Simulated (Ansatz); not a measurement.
# Ta3N5 (Cmcm): bands and screening cutoff converge together, part 2 of 2

Wanted: the G0W0 gap of Ta3N5 (Cmcm) over a grid of bands and cutoffs.

Ansatz 0.2.0; G0W0 on LDA, plane waves, PAW; PAW set soft_1. Known limits of the many-body steps: not at the basis limit; no spin-orbit coupling.

So far. Step 6 (163 empty bands, screening to 150 eV): The G0W0 gap on the mesh is 1.779 eV.

## (7) 849 empty bands, screening to 150 eV

Input file input.yaml:

```yaml
crystal:
  lattice:
    - [1.9431, -5.1059, 0.0]
    - [1.9431, 5.1059, 0.0]
    - [0.0, 0.0, 10.2624]
  atoms:
    - { symbol: Ta, position: [0.8029, 0.1971, 0.25] }
    - { symbol: Ta, position: [0.1971, 0.8029, 0.75] }
    - { symbol: Ta, position: [0.86545, 0.13455, 0.55906] }
    - { symbol: Ta, position: [0.13455, 0.86545, 0.05906] }
    - { symbol: Ta, position: [0.13455, 0.86545, 0.44094] }
    - { symbol: Ta, position: [0.86545, 0.13455, 0.94094] }
    - { symbol: "N", position: [0.23678, 0.76322, 0.25] }
    - { symbol: "N", position: [0.76322, 0.23678, 0.75] }
    - { symbol: "N", position: [0.95299, 0.04701, 0.11949] }
    - { symbol: "N", position: [0.04701, 0.95299, 0.61949] }
    - { symbol: "N", position: [0.04701, 0.95299, 0.88051] }
    - { symbol: "N", position: [0.95299, 0.04701, 0.38051] }
    - { symbol: "N", position: [0.69138, 0.30862, 0.07378] }
    - { symbol: "N", position: [0.30862, 0.69138, 0.57378] }
    - { symbol: "N", position: [0.30862, 0.69138, 0.92622] }
    - { symbol: "N", position: [0.69138, 0.30862, 0.42622] }
kpoints:
  mp_grid: { grid: [4, 4, 2] }
hamiltonian:
  xc: lda
  pseudopotentials: { kind: paw, azcp: { folder: soft_1 }, xc_functional: pbe }
scf:
  occupations: { method: fixed }
gw:
  n_empty_bands: 849
  ecut_chi: 150
  qp_bands: [v4, c4]
  qp_kpoints: band_edges
  screening: { model: contour_deformation }
```

Run with:

```bash
> ansatz run input.yaml --threads 2 --pin off --max-ram 92160MiB --backend cuda --events-out ev --progress --plain --runs-dir out --devices 1 --max-vram 13GiB
```

Numbers of over 12 decimals in the logs are rounded to 6 here.

The program printed:

```text
GPUs: using 1 of 1 available (devices: 1).
[...]
GPU FFT provider: cuFFT
GPU libraries: cuBLAS 13.8.2, cuFFT 12.4.0, cuSOLVER 12.3.4
Crystal: 16 atoms, lattice volume = 203.632 Å³
Basis set: ecut = 420 eV, 3985 PW (Γ)
Bands: 80, of which v1, the nominal top of the filled ones, is band 64 counted from 1 (63 counted from 0)
Symmetry: 8 space group operations
[...]
k-points: 14 of 32
[...]
0    68     13.9085   -13.1560    -5.3076   -19.2155  0.7609    14.6746    14.6604  root
[...]
13    65     13.0375   -13.5669    -4.6182   -18.8760  0.7701    13.7379    13.7283  root
    13    66     13.0375   -13.5669    -4.6182   -18.8760  0.7701    13.7379    13.7283  root
    13    67     14.1739   -13.2006    -4.6668   -18.5400  0.7644    14.8564    14.8464  root
    13    68     14.1739   -13.2006    -4.6668   -18.5400  0.7644    14.8564    14.8464  root
[key lines of the parts left out:]
SCF converged after 11 iterations
Free energy (F): -61857.427208 eV
Fermi energy:    11.504656 eV
```

The job ended after 100 s (1 × NVIDIA H100 80GB HBM3 (shared by 6 runs) with 2 threads of AMD EPYC 7R13 (Zen 3), shared host; peak memory 3.6 GiB).

The G0W0 gap on the mesh is 1.884 eV.

## (8) 1508 empty bands, screening to 220 eV

Edit input.yaml of step 7 so:

```diff
@@ -30,4 +30,4 @@
 gw:
-  n_empty_bands: 849
-  ecut_chi: 150
+  n_empty_bands: 1508
+  ecut_chi: 220
   qp_bands: [v4, c4]
```

The program printed:

```text
GPUs: using 1 of 1 available (devices: 1).
[...]
GPU FFT provider: cuFFT
GPU libraries: cuBLAS 13.8.2, cuFFT 12.4.0, cuSOLVER 12.3.4
Crystal: 16 atoms, lattice volume = 203.632 Å³
Basis set: ecut = 420 eV, 3985 PW (Γ)
Bands: 80, of which v1, the nominal top of the filled ones, is band 64 counted from 1 (63 counted from 0)
Symmetry: 8 space group operations
[...]
k-points: 14 of 32
[...]
0    68     13.9085   -13.1560    -5.4136   -19.2155  0.7597    14.5644    14.5543  root
[...]
13    65     13.0375   -13.5669    -4.7297   -18.8760  0.7690    13.6233    13.6168  root
    13    66     13.0375   -13.5669    -4.7297   -18.8760  0.7690    13.6233    13.6168  root
    13    67     14.1739   -13.2006    -4.7938   -18.5400  0.7630    14.7257    14.7195  root
    13    68     14.1739   -13.2006    -4.7938   -18.5400  0.7630    14.7257    14.7195  root
[key lines of the parts left out:]
SCF converged after 11 iterations
Free energy (F): -61857.427208 eV
Fermi energy:    11.504656 eV
```

Elapsed: 4.4 min, on 1 × NVIDIA H100 80GB HBM3 (shared by 6 runs) with 2 threads; peak memory 7.3 GiB.

The G0W0 gap on the mesh is 1.963 eV.

## (9) 462 empty bands, screening to 300 eV

Edit input.yaml of step 8 so:

```diff
@@ -30,4 +30,4 @@
 gw:
-  n_empty_bands: 1508
-  ecut_chi: 220
+  n_empty_bands: 462
+  ecut_chi: 300
   qp_bands: [v4, c4]
```

The program printed:

```text
GPUs: using 1 of 1 available (devices: 1).
[...]
GPU FFT provider: cuFFT
GPU libraries: cuBLAS 13.8.2, cuFFT 12.4.0, cuSOLVER 12.3.4
Crystal: 16 atoms, lattice volume = 203.632 Å³
Basis set: ecut = 420 eV, 3985 PW (Γ)
Bands: 80, of which v1, the nominal top of the filled ones, is band 64 counted from 1 (63 counted from 0)
Symmetry: 8 space group operations
[...]
k-points: 14 of 32
[...]
0    68     13.9085   -13.1560    -5.1457   -19.2155  0.7600    14.8455    14.8223  root
[...]
13    65     13.0375   -13.5669    -4.4508   -18.8760  0.7694    13.9120    13.8957  root
    13    66     13.0375   -13.5669    -4.4508   -18.8760  0.7694    13.9120    13.8957  root
    13    67     14.1739   -13.2006    -4.5071   -18.5400  0.7633    15.0228    15.0062  root
    13    68     14.1739   -13.2006    -4.5071   -18.5400  0.7633    15.0228    15.0062  root
[key lines of the parts left out:]
SCF converged after 11 iterations
Free energy (F): -61857.427208 eV
Fermi energy:    11.504656 eV
```

Wall time 77 s (1 × NVIDIA H100 80GB HBM3 (shared by 6 runs) with 2 threads); peak memory 13 GiB.

The G0W0 gap on the mesh is 1.880 eV.

## (10) The grid

Start LDA, 4×4×2 mesh. Times are wall times on 1 × NVIDIA H100 80GB HBM3 (shared by 6 runs) with 2 threads of AMD EPYC 7R13 (Zen 3), shared host, good to a factor of about two.

| cutoff (eV) | plane waves at q = 0 | bands summed | gap (eV) | Σc valence (eV) | Σc conduction (eV) | time |
| --- | --- | --- | --- | --- | --- | --- |
| 50 | 165 | 227 | 1.657 | 3.06 | -4.24 | 19 s |
| 50 | 165 | 913 | 1.604 | 2.74 | -4.61 | 92 s |
| 100 | 475 | 526 | 1.773 | 2.58 | -4.61 | 37 s |
| 100 | 475 | 2466 | 1.776 | 2.39 | -4.79 | 8.7 min |
| 150 | 853 | 227 | 1.779 | 3.00 | -4.18 | 25 s |
| 150 | 853 | 913 | 1.884 | 2.32 | -4.75 | 100 s |
| 220 | 1549 | 1572 | 1.963 | 2.15 | -4.85 | 4.4 min |
| 300 | 2427 | 526 | 1.880 | 2.50 | -4.58 | 77 s |

## (11) Summary of results

```json
{
 "227 bands, 50 eV": "1.657 eV",
 "913 bands, 50 eV": "1.604 eV",
 "526 bands, 100 eV": "1.773 eV",
 "2466 bands, 100 eV": "1.776 eV",
 "227 bands, 150 eV": "1.779 eV",
 "913 bands, 150 eV": "1.884 eV",
 "1572 bands, 220 eV": "1.963 eV",
 "526 bands, 300 eV": "1.880 eV",
 "estimated limit along the diagonal": "2.07 eV",
 "mesh and start": "4×4×2, LDA"
}
```

**Reading.** At 50 eV, going from 227 to 913 bands moves the gap by −0.05 eV. At 100 eV, going from 526 to 2466 bands moves the gap by +0.004 eV. At 150 eV, going from 227 to 913 bands moves the gap by +0.11 eV. At 227 bands, raising the cutoff from 50 to 150 eV moves it by +0.12 eV. At 913 bands, raising the cutoff from 50 to 150 eV moves it by +0.28 eV. At 526 bands, raising the cutoff from 100 to 300 eV moves it by +0.11 eV. Along the diagonal, where both rise together, the two highest rungs point to 2.07 eV. Gaps are over the mesh's points; an edge off the mesh would be missed. A low cutoff hides what high bands add, so a band series at one cutoff can look settled before the gap is. The many-body steps are scalar-relativistic: spin-orbit coupling is not in them.

[Paths, hosts, dates, memory and timing lines, banners, echoed tables and standing remarks are left out of the program output.]

[Logs are printed without paths, hosts, clocks, repeated set-up lines and the standing remarks that a program may print on its own settings, such as how far it seeks lower states.]

[Runs of the session that timed out or met a known fault of the program may be left out.]

[Cells called generated may have been cut or substituted from an entry of the Crystallography Open Database or the Materials Project.]

[Hosts, paths, dates, database ids (printed as entryN), source tags and the programs' standing remarks are cut or masked in the printed files.]
